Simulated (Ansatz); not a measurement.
# One crystal, many levels of theory: H2CClF (P2_1), part 2 of 2

What gap does each level of theory give for H2CClF (P2_1), and in what time?

Ansatz 0.2.0; density functionals, hybrids and G0W0, plane waves, PAW. Known limits of the many-body steps: finite bands, screening cutoff and k mesh; no spin-orbit coupling in G0W0; crude mesh.

So far. Step 5 (r2SCAN on the 6×6×4 mesh): Over mesh and listed points the gap is 6.575 eV, from k = (-0.500, 0.450, 0.000) to k = (-0.500, 0.000, 0.000). The least direct gap found is 6.623 eV, at k = (-0.500, 0.000, 0.000). On the 6×6×4 mesh alone the same run gives 6.578 eV, so that mesh misses an edge of r2SCAN: 6.578 − 6.575 = +0.003 eV. r2SCAN against PBE: 6.575 − 5.993 = +0.582 eV.

In doubt: masses and optical values from hybrid runs of this build are listed as unsure (step 10), which bears on the screening that GW takes from such a start.

## Step 7: PBE0 on the 4×4×2 mesh

PBE0 mixes in a quarter of exact exchange at all distances.

This step: DFT, PBE0, plane waves, PAW.

input.yaml

```yaml
crystal:
  lattice:
    - [5.0206, 0.0, 0.0]
    - [0.0, 4.1477, 0.0]
    - [-2.1143188253, 0.0, 6.4288463713]
  atoms:
    - { symbol: H, position: [0.2853907074, 0.3914333251, 0.1553547444] }
    - { symbol: H, position: [0.7146092926, 0.8914333251, 0.8446452556] }
    - { symbol: H, position: [0.5708661695, 0.1079278767, 0.2708692269] }
    - { symbol: H, position: [0.4291338305, 0.6079278767, 0.7291307731] }
    - { symbol: C, position: [0.3461441783, 0.1407585261, 0.1942650717] }
    - { symbol: C, position: [0.6538558217, 0.6407585261, 0.8057349283] }
    - { symbol: Cl, position: [0.1665216804, 0.0025228448, 0.3683413112] }
    - { symbol: Cl, position: [0.8334783196, 0.5025228448, 0.6316586888] }
    - { symbol: F, position: [0.2645503672, 0.9578574273, 0.0149998989] }
    - { symbol: F, position: [0.7354496328, 0.4578574273, 0.9850001011] }
kpoints:
  mp_grid: { grid: [4, 4, 2] }
  band_path:
    path:
      - [0.0, 0.0, 0.0]
      - [0.0, 0.5, 0.0]
      - [0.0, 0.5, 0.5]
      - [0.0, 0.0, 0.5]
      - [-0.5, 0.0, 0.5]
      - [-0.5, 0.5, 0.5]
      - [-0.5, 0.5, 0.0]
      - [-0.5, 0.0, 0.0]
      - [-0.5, 0.45, 0.0]
    npoints: 1
hamiltonian:
  xc: pbe0
scf:
  occupations: { method: fixed }
  n_extra_bands: 7
output:
  eigenvalues: true
```

Launch:

```bash
$ ansatz run input.yaml --threads 3 --pin off --max-ram 92160MiB --backend cuda --events-out ev --progress --plain --runs-dir out --devices 1 --max-vram 13GiB  # rebuilt from the run's record
```

Numbers of over 12 decimals in the logs are rounded to 6 here.

The program printed:

```text
[...]
GPUs: using 1 of 1 available (devices: 1).
[...]
GPU FFT provider: cuFFT
GPU libraries: cuBLAS 13.8.2, cuFFT 12.4.0, cuSOLVER 12.3.4
Crystal: 10 atoms, lattice volume = 133.874 Å³
Basis set: ecut = 420 eV, 2603 PW (Γ)
Bands: 27, of which v1, the nominal top of the filled ones, is band 20 counted from 1 (19 counted from 0)
Symmetry: 2 space group operations
[...]
k-points: 18 of 32 (time reversal used)
[...]
Fermi energy:    -2.141847 eV
[...]
--- Band table (eV; the first three rows and the last of 18) ---
  k-point 0: bands = [... 16 lower, -2.9195, -2.9025, -2.8753, -2.3679, 6.7640, 7.0347, 7.3286, 8.6771, ... 3 higher]
  k-point 1: bands = [... 16 lower, -3.0733, -2.7826, -2.7656, -2.3911, 6.8183, 6.9143, 7.5507, 8.1303, ... 3 higher]
  k-point 2: bands = [... 16 lower, -2.9936, -2.9472, -2.7484, -2.3676, 6.7099, 7.0805, 7.7527, 8.8082, ... 3 higher]
  k-point 17: bands = [... 16 lower, -2.9331, -2.9331, -2.1429, -2.1429, 7.0017, 7.0017, 8.1980, 8.1980, ... 3 higher]
[key lines of the parts left out:]
Free energy (F): -4343.437126 eV
```

Wall time 19 s (1 × NVIDIA H100 80GB HBM3 (shared by 6 runs) with 3 threads of AMD EPYC 7R13 (Zen 3), shared host); peak memory 1.3 GiB.

This step gave:

- gap: 8.533 eV
- valence top at: k = (-0.500, 0.450, 0.000)
- conduction bottom at: Y_2
- least direct gap: 8.562 eV
- exact-exchange fraction: 0.25

Over mesh and listed points the gap is 8.533 eV, from k = (-0.500, 0.450, 0.000) to k = (-0.500, 0.000, 0.000). The least direct gap found is 8.562 eV, at k = (-0.500, 0.000, 0.000). On the 4×4×2 mesh alone the same run gives 8.538 eV, so that mesh misses an edge of PBE0: 8.538 − 8.533 = +0.005 eV. PBE0 against HSE06: 8.533 − 7.750 = +0.783 eV, with the same mesh, files and cutoff, and both edges at the same k points.

## Step 8: DDH-PBE0 on the 4×4×2 mesh

The input asks for a share of exact exchange of one over the crystal's ε∞, which the program works out first.

This step: DFT, dielectric-dependent PBE0 (fraction 1/eps_inf of PBE), plane waves, PAW.

Edit input.yaml of step 7 so:

```diff
@@ -16,2 +16,3 @@
     - { symbol: F, position: [0.7354496328, 0.4578574273, 0.9850001011] }
+  host: atoms
 kpoints:
@@ -31,3 +32,6 @@
 hamiltonian:
-  xc: pbe0
+  xc:
+    exchange: pbe
+    correlation: pbe
+    exx: { coeff: inverse_dielectric }
 scf:
```

The program printed:

```text
[...]
the fraction of exact exchange is that of a crystal of H4C2Cl2F2
GPUs: using 1 of 1 available (devices: 1).
[...]
a weight of exact exchange comes from the crystal, and the text's number only plans the run
Solving k-mesh 4×4×2 for the fraction of exact exchange
[...]
Fermi energy:    -3.327420 eV
[...]
--- Band table (eV; the first three rows and the last of 18) ---
  k-point 0: bands = [... 16 lower, -4.1192, -4.1113, -4.0766, -3.5402, 7.5571, 7.8587, 8.0253, 9.5172, ... 3 higher]
  k-point 1: bands = [... 16 lower, -4.2829, -3.9848, -3.9659, -3.5589, 7.5899, 7.7858, 8.2145, 8.9517, ... 3 higher]
  k-point 2: bands = [... 16 lower, -4.1928, -4.1573, -3.9510, -3.5508, 7.4991, 7.9378, 8.5147, 9.6471, ... 3 higher]
  k-point 17: bands = [... 16 lower, -4.1371, -4.1371, -3.3274, -3.3274, 7.8596, 7.8596, 8.9457, 8.9457, ... 3 higher]
[key lines of the parts left out:]
Free energy (F): -4345.047483 eV
```

The job ended after 31 s (1 × NVIDIA H100 80GB HBM3 (shared by 6 runs) with 3 threads; peak memory 1.5 GiB).

This step gave:

```yaml
gap: 10.53 eV
valence_top_at: k = (-0.500, 0.450, 0.000)
conduction_bottom_at: Y_2
least_direct_gap: 10.54 eV
exact_exchange_fraction: 0.4461
```

Over mesh and listed points the gap is 10.527 eV, from k = (-0.500, 0.450, 0.000) to k = (-0.500, 0.000, 0.000). The least direct gap found is 10.544 eV, at k = (-0.500, 0.000, 0.000). On the 4×4×2 mesh alone the same run gives 10.530 eV, so that mesh misses an edge of DDH-PBE0: 10.530 − 10.527 = +0.003 eV. DDH-PBE0 against PBE0: 10.527 − 8.533 = +1.994 eV, with the same mesh, files and cutoff, and both edges at the same k points.

## Step 9: G0W0@PBE, 4×4×2 mesh, 615 empty bands, screening to 160 eV

G0W0 replaces the xc potential by a self-energy built once from the orbitals of the start. Levels are corrected in the window of bands that the input names, at points of the mesh.

This step: G0W0 on PBE, plane waves, PAW.

Edit input.yaml of step 8 so:

```diff
@@ -16,26 +16,13 @@
     - { symbol: F, position: [0.7354496328, 0.4578574273, 0.9850001011] }
-  host: atoms
 kpoints:
   mp_grid: { grid: [4, 4, 2] }
-  band_path:
-    path:
-      - [0.0, 0.0, 0.0]
-      - [0.0, 0.5, 0.0]
-      - [0.0, 0.5, 0.5]
-      - [0.0, 0.0, 0.5]
-      - [-0.5, 0.0, 0.5]
-      - [-0.5, 0.5, 0.5]
-      - [-0.5, 0.5, 0.0]
-      - [-0.5, 0.0, 0.0]
-      - [-0.5, 0.45, 0.0]
-    npoints: 1
 hamiltonian:
-  xc:
-    exchange: pbe
-    correlation: pbe
-    exx: { coeff: inverse_dielectric }
+  xc: pbe
 scf:
   occupations: { method: fixed }
-  n_extra_bands: 7
-output:
-  eigenvalues: true
+gw:
+  n_empty_bands: 615
+  ecut_chi: 160.0
+  qp_bands: [v3, c3]
+  qp_kpoints: band_edges
+  screening: { model: contour_deformation }
```

The program printed:

```text
GPUs: using 1 of 1 available (devices: 1).
[...]
GPU FFT provider: cuFFT
GPU libraries: cuBLAS 13.8.2, cuFFT 12.4.0, cuSOLVER 12.3.4
Crystal: 10 atoms, lattice volume = 133.874 Å³
Basis set: ecut = 420 eV, 2603 PW (Γ)
Bands: 30, of which v1, the nominal top of the filled ones, is band 20 counted from 1 (19 counted from 0)
Symmetry: 2 space group operations
[...]
k-points: 18 of 32 (time reversal used)
[...]
1    19     -1.2484   -20.8088     2.4614   -16.0149  0.8112    -3.6422    -3.5809  root
[...]
17    20     -0.6445   -21.8703     2.4577   -17.1246  0.8163    -2.9833    -2.9324  root
    17    21      5.8940    -9.3250    -4.0039   -15.2451  0.8300     7.8402     7.8101  root
    17    22      5.8940    -9.3250    -4.0039   -15.2451  0.8300     7.8402     7.8101  root
    17    23      7.1943    -7.0034    -3.7735   -12.3974  0.8487     8.8354     8.8148  root
[key lines of the parts left out:]
SCF converged after 7 iterations
Free energy (F): -4341.608571 eV
Fermi energy:    -0.638675 eV
```

It took 59 s on 1 × NVIDIA H100 80GB HBM3 (shared by 6 runs) with 3 threads; peak memory 2.5 GiB; 1.8 min of CPU time.

This step gave:

- bands summed: 635
- RPA ε∞ on this mesh (eigenvalues): 1.997, 2.022, 2.343
- plane waves in the screening matrix: 615
- G0W0 gap over the corrected points: 10.03 eV
- k of the valence top: -0.5, -0.5, 0
- k of the conduction bottom: -0.5, 0, 0
- starting gap on the mesh: 5.996 eV
- Z at the valence top: 0.8160
- Z at the conduction bottom: 0.8356
- least direct G0W0 gap over the corrected points: 10.07 eV

Over all 18 irreducible mesh points the G0W0 gap is 10.027 eV, from k = (-0.500, -0.500, 0.000) to k = (-0.500, 0.000, 0.000). The PBE gap of this run on the mesh is 5.996 eV. The two states that bound the G0W0 gap lie that far apart at the start, so the correction of the gap is 10.027 − 5.996 = +4.031 eV.

## Step 10: G0W0@HSE06, 4×4×2 mesh, 285 empty bands, screening to 96 eV

This step: G0W0 on HSE06, plane waves, PAW.

Edit input.yaml of step 9 so:

```diff
@@ -19,3 +19,3 @@
 hamiltonian:
-  xc: pbe
+  xc: hse06
 scf:
@@ -23,4 +23,4 @@
 gw:
-  n_empty_bands: 615
-  ecut_chi: 160.0
+  n_empty_bands: 285
+  ecut_chi: 96
   qp_bands: [v3, c3]
```

The program printed:

```text
GPUs: using 1 of 1 available (devices: 1).
[...]
GPU FFT provider: cuFFT
GPU libraries: cuBLAS 13.8.2, cuFFT 12.4.0, cuSOLVER 12.3.4
Crystal: 10 atoms, lattice volume = 133.874 Å³
Basis set: ecut = 420 eV, 2603 PW (Γ)
Bands: 30, of which v1, the nominal top of the filled ones, is band 20 counted from 1 (19 counted from 0)
Symmetry: 2 space group operations
[...]
k-points: 18 of 32 (time reversal used)
[...]
1    18     -2.3722   -21.3839     2.3234   -17.6512  0.8435    -3.7947    -3.7815  root
     1    19     -2.3548   -20.8428     2.2698   -17.1347  0.8426    -3.8073    -3.7931  root
[...]
17    20     -1.7381   -21.6573     2.2645   -18.0209  0.8468    -3.1216    -3.1100  root
    17    21      6.6166    -8.7591    -3.3909   -13.8167  0.8614     8.2984     8.2834  root
    17    22      6.6166    -8.7591    -3.3909   -13.8167  0.8614     8.2984     8.2834  root
    17    23      7.8183    -6.0770    -3.1975   -10.5580  0.8778     9.1104     9.1018  root
[key lines of the parts left out:]
Free energy (F): -4342.673911 eV
Fermi energy:    -1.736869 eV
```

It took 67 s on 1 × NVIDIA H100 80GB HBM3 (shared by 6 runs) with 3 threads; peak memory 1.8 GiB; 79 s of CPU time.

Numbers from this step:

```yaml
bands_summed: 305
rpa_eps_infinity_on_this_mesh_eigenvalues: 1.855, 1.875, 2.133
plane_waves_in_the_screening_matrix: 299
g0w0_gap_over_the_corrected_points: 10.55 eV
k_of_the_valence_top: -0.5, -0.5, 0
k_of_the_conduction_bottom: 0.25, 0, -0.5
starting_gap_on_the_mesh: 7.754 eV
z_at_the_valence_top: 0.8467
z_at_the_conduction_bottom: 0.8733
least_direct_g0w0_gap_over_the_corrected_points: 10.67 eV
```

Over all 18 irreducible mesh points the G0W0 gap is 10.547 eV, from k = (-0.500, -0.500, 0.000) to k = (0.250, 0.000, -0.500). The HSE06 gap of this run on the mesh is 7.754 eV. Other states bound it: the two that bound the G0W0 gap lie 7.839 eV apart in HSE06, so state for state the correction is 10.547 − 7.839 = +2.708 eV, while gap against gap it is 10.547 − 7.754 = +2.793 eV. G0W0@HSE06 against G0W0@PBE with 305 bands (a further run, in the table below): 10.547 − 9.981 = +0.566 eV. Mesh, set of files and cutoffs are the same, but the conduction bottom lies at another k point, so this need not be the shift of one pair of states.

## Step 11: G0W0@r2SCAN, 4×4×2 mesh, 285 empty bands, screening to 96 eV

This step: G0W0 on r2SCAN, plane waves, PAW.

Edit input.yaml of step 10 so:

```diff
@@ -19,3 +19,3 @@
 hamiltonian:
-  xc: hse06
+  xc: r2scan
 scf:
```

The program printed:

```text
GPUs: using 1 of 1 available (devices: 1).
[...]
GPU FFT provider: cuFFT
GPU libraries: cuBLAS 13.8.2, cuFFT 12.4.0, cuSOLVER 12.3.4
Crystal: 10 atoms, lattice volume = 133.874 Å³
Basis set: ecut = 500 eV, 3397 PW (Γ), exchange–correlation on 160×128×200 points (64 copies of the dense FFT grid, shifted against one another)
Bands: 30, of which v1, the nominal top of the filled ones, is band 20 counted from 1 (19 counted from 0)
[...]
1    19     -1.6679   -20.8126     2.5216   -16.3975  0.8270    -3.5937    -3.5613  root
[...]
17    20     -1.0541   -21.7989     2.5395   -17.4285  0.8319    -2.9116    -2.8849  root
    17    21      6.0652    -9.2007    -3.6135   -14.8913  0.8453     8.1729     8.1424  root
    17    22      6.0652    -9.2007    -3.6135   -14.8913  0.8453     8.1729     8.1424  root
    17    23      7.3876    -6.6371    -3.4269   -11.7147  0.8632     9.0565     9.0383  root
[key lines of the parts left out:]
SCF converged after 7 iterations
Free energy (F): -4354.549556 eV
Fermi energy:    -1.050269 eV
```

Elapsed: 33 s, on 1 × NVIDIA H100 80GB HBM3 (shared by 6 runs) with 3 threads; peak memory 1.8 GiB; 55 s of CPU time.

This step gave:

```
bands summed                                    : 305
RPA ε∞ on this mesh (eigenvalues)               : 1.936, 1.959, 2.256
plane waves in the screening matrix             : 299
G0W0 gap over the corrected points              : 10.28 eV
k of the valence top                            : -0.5, -0.5, 0
k of the conduction bottom                      : 0.25, 0, -0.5
starting gap on the mesh                        : 6.578 eV
Z at the valence top                            : 0.8317
Z at the conduction bottom                      : 0.8564
least direct G0W0 gap over the corrected points : 10.35 eV
```

Over all 18 irreducible mesh points the G0W0 gap is 10.283 eV, from k = (-0.500, -0.500, 0.000) to k = (0.250, 0.000, -0.500). The r2SCAN gap of this run on the mesh is 6.578 eV. Other states bound it: the two that bound the G0W0 gap lie 6.725 eV apart in r2SCAN, so state for state the correction is 10.283 − 6.725 = +3.558 eV, while gap against gap it is 10.283 − 6.578 = +3.705 eV. G0W0@r2SCAN against G0W0@HSE06 with 305 bands: 10.283 − 10.547 = −0.264 eV. The runs also differ in plane-wave cutoff (420 eV and 500 eV), so how much of this comes from the start alone is not known.

## Step 12: The ladder

Each gap is the least one over the points named; times are wall times on shared hosts, not benchmarks. A G0W0 time includes the run's own self-consistent start. Runs with listed points see these and the mesh alone, so an edge that moves elsewhere is missed. Rows marked * are further runs, not shown as steps, whose inputs differ from the G0W0 step on the same start in the columns given; solver thresholds can differ too.

| level | mesh | files, cutoff | bands summed, screening | points | gap (eV) | valence top | conduction bottom | least direct gap (eV) | time |
| --- | --- | --- | --- | --- | --- | --- | --- | --- | --- |
| LDA | 6×6×4 | soft_2 PAW, 420 eV | - | mesh and listed points | 5.756 | (-0.500, 0.450, 0.000) | (-0.500, 0.000, 0.000) | 5.814 | 4.5 s |
| PBEsol | 6×6×4 | soft_2 PAW, 420 eV | - | mesh and listed points | 5.909 | (-0.500, 0.450, 0.000) | (-0.500, 0.000, 0.000) | 5.967 | 6 s |
| PBE | 6×6×4 | soft_2 PAW, 420 eV | - | mesh and path | 5.993 | (-0.500, 0.450, 0.000) | (-0.500, 0.000, 0.000) | 6.043 | 7.5 s |
| r2SCAN | 6×6×4 | soft_2 PAW, 500 eV | - | mesh and listed points | 6.575 | (-0.500, 0.450, 0.000) | (-0.500, 0.000, 0.000) | 6.623 | 9.8 s |
| HSE06 | 4×4×2 | soft_2 PAW, 420 eV | - | mesh and listed points | 7.750 | (-0.500, 0.450, 0.000) | (-0.500, 0.000, 0.000) | 7.780 | 22 s |
| PBE0 | 4×4×2 | soft_2 PAW, 420 eV | - | mesh and listed points | 8.533 | (-0.500, 0.450, 0.000) | (-0.500, 0.000, 0.000) | 8.562 | 19 s |
| DDH-PBE0 | 4×4×2 | soft_2 PAW, 420 eV | - | mesh and listed points | 10.527 | (-0.500, 0.450, 0.000) | (-0.500, 0.000, 0.000) | 10.544 | 31 s |
| G0W0@PBE* | 4×4×2 | soft_2 PAW, 420 eV | 121, 48 eV | all 18 irreducible mesh points | 9.986 | (-0.500, -0.500, -0.500) | (0.250, 0.000, -0.500) | 10.032 | 14 s |
| G0W0@PBE* | 4×4×2 | soft_2 PAW, 420 eV | 305, 96 eV | all 18 irreducible mesh points | 9.981 | (-0.500, -0.500, 0.000) | (-0.500, 0.000, 0.000) | 10.024 | 27 s |
| G0W0@PBE | 4×4×2 | soft_2 PAW, 420 eV | 635, 160 eV | all 18 irreducible mesh points | 10.027 | (-0.500, -0.500, 0.000) | (-0.500, 0.000, 0.000) | 10.070 | 59 s |
| G0W0@PBE* | 2×2×2 | soft_2 PAW, 420 eV | 305, 96 eV | all 8 irreducible mesh points | 10.003 | (-0.500, -0.500, 0.000) | (-0.500, 0.000, 0.000) | 10.046 | 9.6 s |
| G0W0@HSE06 | 4×4×2 | soft_2 PAW, 420 eV | 305, 96 eV | all 18 irreducible mesh points | 10.547 | (-0.500, -0.500, 0.000) | (0.250, 0.000, -0.500) | 10.668 | 67 s |
| G0W0@r2SCAN | 4×4×2 | soft_2 PAW, 500 eV | 305, 96 eV | all 18 irreducible mesh points | 10.283 | (-0.500, -0.500, 0.000) | (0.250, 0.000, -0.500) | 10.351 | 33 s |

## Step 13: Outcome

```yaml
lda_over_mesh_and_listed_points: 5.756 eV
pbesol_over_mesh_and_listed_points: 5.909 eV
pbe_over_mesh_and_path: 5.993 eV
r2scan_over_mesh_and_listed_points: 6.575 eV
hse06_over_mesh_and_listed_points: 7.750 eV
pbe0_over_mesh_and_listed_points: 8.533 eV
ddh_pbe0_over_mesh_and_listed_points: 10.527 eV
g0w0_pbe_635_bands_4x4x2_over_all_18_irreducible_mesh_points: 10.027 eV
g0w0_hse06_over_all_18_irreducible_mesh_points: 10.547 eV
g0w0_r2scan_over_all_18_irreducible_mesh_points: 10.283 eV
known_limits: finite bands, screening cutoff and k mesh; no spin-orbit coupling in G0W0; crude mesh
```

What this shows: The rows run from 5.756 eV (LDA) to 10.547 eV (G0W0@HSE06). They differ in mesh, plane-wave cutoff, bands and screening cutoff of G0W0 and the points over which the gap was sought as well as in level, so only pairs that share these are like for like. PBEsol against LDA: 5.909 − 5.756 = +0.153 eV, with the same mesh, files and cutoff, and both edges at the same k points. PBE against PBEsol: 5.993 − 5.909 = +0.084 eV, with the same mesh, files and cutoff, and both edges at the same k points. PBE0 against HSE06: 8.533 − 7.750 = +0.783 eV, with the same mesh, files and cutoff, and both edges at the same k points. DDH-PBE0 against PBE0: 10.527 − 8.533 = +1.994 eV, with the same mesh, files and cutoff, and both edges at the same k points. The dielectric-dependent hybrid took 0.446 of exact exchange, against 0.25 in PBE0. G0W0@PBE (635 bands, 4×4×2) moves the gap of its own start on the mesh by 10.027 − 5.996 = +4.031 eV, between the same two levels. Over mesh and path, PBE puts the valence top at k = (-0.500, 0.450, 0.000), where no G0W0 correction was computed. The G0W0 gap over the whole zone is therefore not known from this run; at its settings it can only be equal to or under the 10.027 eV found, and no correction is carried over from another point. For the start itself the gap is 5.993 eV over mesh and path and 5.996 eV on the mesh of the G0W0 run, in runs that differ in mesh (6×6×4 and 4×4×2). G0W0@HSE06 moves the gap of its own start on the mesh by 10.547 − 7.754 = +2.793 eV, with other states at the edges (they lie 7.839 eV apart at the start). Over mesh and listed points, HSE06 puts the valence top at k = (-0.500, 0.450, 0.000), where no G0W0 correction was computed. The G0W0 gap over the whole zone is therefore not known from this run; at its settings it can only be equal to or under the 10.547 eV found, and no correction is carried over from another point. For the start itself the gap is 7.750 eV over mesh and listed points and 7.754 eV on the mesh of the G0W0 run. G0W0@r2SCAN moves the gap of its own start on the mesh by 10.283 − 6.578 = +3.705 eV, with other states at the edges (they lie 6.725 eV apart at the start). Over mesh and listed points, r2SCAN puts the valence top at k = (-0.500, 0.450, 0.000), where no G0W0 correction was computed. The G0W0 gap over the whole zone is therefore not known from this run; at its settings it can only be equal to or under the 10.283 eV found, and no correction is carried over from another point. For the start itself the gap is 6.575 eV over mesh and listed points and 6.578 eV on the mesh of the G0W0 run, in runs that differ in mesh (6×6×4 and 4×4×2). For G0W0@PBE: from 121 bands and 48 eV to 635 bands and 160 eV the gap moves by 10.027 − 9.986 = +0.041 eV (rung by rung 9.986, 9.981, 10.027 eV); bands and screening cutoff rise together, so their parts are not told apart. The states that bound the gap change along the series, so no limit is drawn and it is not known. The other G0W0 rows are shown at one basis each (305 bands), so their distance from the limit is not known here. With the 2×2×2 mesh in place of the 4×4×2 mesh and all else as in the G0W0@PBE row with 305 bands, the gap differs by 10.003 − 9.981 = +0.022 eV, and that of the start by 5.994 − 5.996 = −0.002 eV. The G0W0 runs are scalar-relativistic. G0W0@PBE runs of this series with other atomic data on the same mesh, not shown as steps, give 9.980 eV (hard PAW, 1050 eV, 305 bands, screening to 96 eV; the table's row with the same empty bands and screening cutoff has 9.981 eV); where bands and cutoffs differ too, the part of the files is not isolated. The 2×2×2 mesh is crude for this cell: the images of its supercell lie only 8 Å apart.

[Paths, hosts, dates, memory and timing lines, banners, echoed tables and standing remarks are left out of the program output.]

[Logs are printed without paths, hosts, clocks, repeated set-up lines and the standing remarks that a program may print on its own settings, such as how far it seeks lower states.]

[Runs of the session that timed out or met a known fault of the program may be left out.]

[Cells called generated may have been cut or substituted from an entry of the Crystallography Open Database or the Materials Project.]

[Hosts, paths, dates, database ids (printed as entryN), source tags and the programs' standing remarks are cut or masked in the printed files.]

[Where an RPA ε∞ is given, it is that of the G0W0 mesh and is not shown converged in it. Names of k-points follow the symmetry that the program found, which can be lower than the space group named. Band edges on a path are those of the sampled points; other points can move an edge, and change direct to indirect where valleys lie close.]

[Hybrid gaps are those of their k-mesh and are not shown converged in it.]
